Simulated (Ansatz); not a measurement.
# The false plateau in GW convergence: LiPS3 (C2/m)

Aim: vary empty bands and screening cutoff apart and together in G0W0 on LiPS3 (C2/m).

Calculated with Ansatz 0.2.0; G0W0 on PBE, plane waves, PAW; PAW set soft_1.

Report form: the programs' logs are mostly left out.

## 1. Starting point

Symmetry: C2/m, No. 12, monoclinic system. The conventional cell has a = 11.116 Å, b = 7.007 Å, c = 6.525 Å, α = 90.00°, β = 125.57°, γ = 90.00°. Nearest to Li lie 4 S at 2.54 to 2.58 Å. P has 4 S at 1.99 to 2.15 Å nearest. Nearest to S lie 2 P at 2.15 Å. S has 1 P at 2.01 Å and 2 Li at 2.58 Å nearest. Nearest to S lie 1 P at 1.99 Å and 2 Li at 2.54 Å. Farther neighbours and most contacts between anions are not listed.

Geometry: measured cell, ions relaxed with PBE. The runs that relaxed it are not among those shown.

## 2. 165 empty bands, screening to 50 eV

Now the one-shot GW correction: screening in the RPA, then the self-energy of the levels asked for. This step takes PAW set soft_1 files.

input.yaml reads:

```yaml
crystal:
  lattice:
    - [5.5578, -3.5035, 0.0]
    - [5.5578, 3.5035, 0.0]
    - [-3.7957895619, 0.0, 5.3074392707]
  atoms:
    - { symbol: Li, position: [0.7591184309, 0.2408815691, 0.0] }
    - { symbol: Li, position: [0.2408815691, 0.7591184309, 0.0] }
    - { symbol: P, position: [0.1535229576, 0.1535229576, 0.5780140654] }
    - { symbol: P, position: [0.8464770424, 0.8464770424, 0.4219859346] }
    - { symbol: S, position: [0.2240344925, 0.7759655075, 0.5] }
    - { symbol: S, position: [0.7759655075, 0.2240344925, 0.5] }
    - { symbol: S, position: [0.197106774, 0.197106774, 0.3187113102] }
    - { symbol: S, position: [0.802893226, 0.802893226, 0.6812886898] }
    - { symbol: S, position: [0.3227742362, 0.3227742362, 0.940813349] }
    - { symbol: S, position: [0.6772257638, 0.6772257638, 0.059186651] }
kpoints:
  mp_grid: { grid: [2, 2, 2] }
hamiltonian:
  xc: pbe
  pseudopotentials: { kind: paw, azcp: { folder: soft_1 } }
scf:
  occupations: { method: fixed }
gw:
  n_empty_bands: 165
  ecut_chi: 50
  qp_bands: [v3, c3]
  qp_kpoints: band_edges
  screening: { model: contour_deformation }
```

Run with:

```sh
$ ansatz run input.yaml --threads 2 --pin off --max-ram 92160MiB --backend cuda --events-out ev --progress --plain --runs-dir out --devices 1 --max-vram 13GiB
```

The job ended after 6.4 s (1 × NVIDIA H100 80GB HBM3 (shared by 6 runs) with 2 threads of AMD EPYC 7R13 (Zen 3), shared host; peak memory 1.1 GiB).

Numbers from this step:

- bands summed: 191
- RPA ε∞ on this mesh (eigenvalues): 4.627, 4.932, 6.431
- plane waves in the screening matrix: 171
- q-points in the mesh: 8
- G0W0 gap on the mesh: 3.054 eV
- k of the valence top: 0, 0, 0
- k of the conduction bottom: 0, 0, -0.5
- starting gap on the mesh: 1.723 eV
- Z at the valence top: 0.7521
- Z at the conduction bottom: 0.7640
- least direct G0W0 gap on the computed points: 3.448 eV

The gap on the mesh goes from 1.72 eV to 3.05 eV, a correction of +1.33 eV. Between the two edge states, bare exchange in place of the xc potential would open the gap by 7.70 eV, and correlation takes back 6.37 eV.

## 3. 862 empty bands, screening to 50 eV

Edit input.yaml of step 2 so:

```diff
@@ -24,3 +24,3 @@
 gw:
-  n_empty_bands: 165
+  n_empty_bands: 862
   ecut_chi: 50
```

Run time: 19 s. Hardware: 1 × NVIDIA H100 80GB HBM3 (shared by 6 runs) with 2 threads; peak memory 1.6 GiB.

Numbers from this step:

```
bands summed                                 : 888
RPA ε∞ on this mesh (eigenvalues)            : 4.633, 4.939, 6.438
plane waves in the screening matrix          : 171
G0W0 gap on the mesh                         : 3.019 eV
k of the valence top                         : 0, 0, 0
k of the conduction bottom                   : 0, 0, -0.5
starting gap on the mesh                     : 1.723 eV
least direct G0W0 gap on the computed points : 3.413 eV
```

Against the run with 2×2×2 mesh, 165 empty bands, screening to 50 eV, PAW set soft_1 files, the gap moves by −0.03 eV.

## 4. 469 empty bands, screening to 100 eV

Another rung: the empty bands reach about as high as the screening cutoff, so the two stay in balance.

Edit input.yaml of step 3 so:

```diff
@@ -24,4 +24,4 @@
 gw:
-  n_empty_bands: 862
-  ecut_chi: 50
+  n_empty_bands: 469
+  ecut_chi: 100
   qp_bands: [v3, c3]
```

It took 8.9 s on 1 × NVIDIA H100 80GB HBM3 (shared by 6 runs) with 2 threads; peak memory 1.4 GiB.

The G0W0 gap on the mesh is 3.117 eV.

## 5. 2438 empty bands, screening to 100 eV

Edit input.yaml of step 4 so:

```diff
@@ -24,3 +24,3 @@
 gw:
-  n_empty_bands: 469
+  n_empty_bands: 2438
   ecut_chi: 100
```

It took 2.1 min on 1 × NVIDIA H100 80GB HBM3 (shared by 6 runs) with 2 threads; peak memory 3.8 GiB.

The G0W0 gap on the mesh is 3.114 eV.

## 6. 165 empty bands, screening to 150 eV

Edit input.yaml of step 5 so:

```diff
@@ -24,4 +24,4 @@
 gw:
-  n_empty_bands: 2438
-  ecut_chi: 100
+  n_empty_bands: 165
+  ecut_chi: 150
   qp_bands: [v3, c3]
```

The job ended after 15 s (1 × NVIDIA H100 80GB HBM3 (shared by 6 runs) with 2 threads; peak memory 1.6 GiB).

The G0W0 gap on the mesh is 3.133 eV.

## 7. 862 empty bands, screening to 150 eV

Edit input.yaml of step 6 so:

```diff
@@ -24,3 +24,3 @@
 gw:
-  n_empty_bands: 165
+  n_empty_bands: 862
   ecut_chi: 150
```

The job ended after 19 s (1 × NVIDIA H100 80GB HBM3 (shared by 6 runs) with 2 threads; peak memory 2.1 GiB).

The G0W0 gap on the mesh is 3.150 eV.

## 8. 1531 empty bands, screening to 220 eV

Edit input.yaml of step 7 so:

```diff
@@ -24,4 +24,4 @@
 gw:
-  n_empty_bands: 862
-  ecut_chi: 150
+  n_empty_bands: 1531
+  ecut_chi: 220
   qp_bands: [v3, c3]
```

Wall time 32 s (1 × NVIDIA H100 80GB HBM3 (shared by 6 runs) with 2 threads); peak memory 3.8 GiB.

The G0W0 gap on the mesh is 3.173 eV.

## 9. 469 empty bands, screening to 300 eV

Edit input.yaml of step 8 so:

```diff
@@ -24,4 +24,4 @@
 gw:
-  n_empty_bands: 1531
-  ecut_chi: 220
+  n_empty_bands: 469
+  ecut_chi: 300
   qp_bands: [v3, c3]
```

The job ended after 30 s (1 × NVIDIA H100 80GB HBM3 (shared by 6 runs) with 2 threads; peak memory 5.7 GiB; 38 s of CPU time).

The G0W0 gap on the mesh is 3.156 eV.

## 10. The grid

Start PBE, 2×2×2 mesh. Times are wall times on 1 × NVIDIA H100 80GB HBM3 (shared by 6 runs) with 2 threads of AMD EPYC 7R13 (Zen 3), shared host, good to a factor of about two.

| cutoff (eV) | plane waves at q = 0 | bands summed | gap (eV) | Σc valence (eV) | Σc conduction (eV) | time |
| --- | --- | --- | --- | --- | --- | --- |
| 50 | 171 | 191 | 3.054 | 2.67 | -3.70 | 6.4 s |
| 50 | 171 | 888 | 3.019 | 2.51 | -3.90 | 19 s |
| 100 | 479 | 495 | 3.117 | 2.29 | -4.01 | 8.9 s |
| 100 | 479 | 2464 | 3.114 | 2.20 | -4.11 | 2.1 min |
| 150 | 873 | 191 | 3.133 | 2.56 | -3.74 | 15 s |
| 150 | 873 | 888 | 3.150 | 2.12 | -4.16 | 19 s |
| 220 | 1519 | 1557 | 3.173 | 2.01 | -4.24 | 32 s |
| 300 | 2437 | 495 | 3.156 | 2.21 | -4.06 | 30 s |

## 11. What came out

```
191 bands, 50 eV                   : 3.054 eV
888 bands, 50 eV                   : 3.019 eV
495 bands, 100 eV                  : 3.117 eV
2464 bands, 100 eV                 : 3.114 eV
191 bands, 150 eV                  : 3.133 eV
888 bands, 150 eV                  : 3.150 eV
1557 bands, 220 eV                 : 3.173 eV
495 bands, 300 eV                  : 3.156 eV
estimated limit along the diagonal : 3.20 eV
mesh and start                     : 2×2×2, PBE
```

What this shows: At 50 eV, going from 191 to 888 bands moves the gap by −0.03 eV. At 100 eV, going from 495 to 2464 bands moves the gap by −0.004 eV. At 150 eV, going from 191 to 888 bands moves the gap by +0.02 eV. At 191 bands, raising the cutoff from 50 to 150 eV moves it by +0.08 eV. At 888 bands, raising the cutoff from 50 to 150 eV moves it by +0.13 eV. At 495 bands, raising the cutoff from 100 to 300 eV moves it by +0.04 eV. Along the diagonal, where both rise together, the two highest rungs point to 3.20 eV. Gaps are over the mesh's points; an edge off the mesh would be missed. A low cutoff hides what high bands add, so a band series at one cutoff can look settled before the gap is. The 2×2×2 mesh is coarse for this cell (its supercell is 13 Å along the shortest edge). The RPA ε∞ on it, from the PBE start, is 4.59, 4.88 and 6.31; such meshes misread the long-range screening, most where the gap is narrow.

[Paths, hosts, dates, memory and timing lines, banners, echoed tables and standing remarks are left out of the program output.]

[Logs are printed without paths, hosts, clocks, repeated set-up lines and the standing remarks that a program may print on its own settings, such as how far it seeks lower states.]

[Runs of the session that timed out or met a known fault of the program may be left out.]

[Cells called generated may have been cut or substituted from an entry of the Crystallography Open Database or the Materials Project.]

[Hosts, paths, dates, database ids (printed as entryN), source tags and the programs' standing remarks are cut or masked in the printed files.]
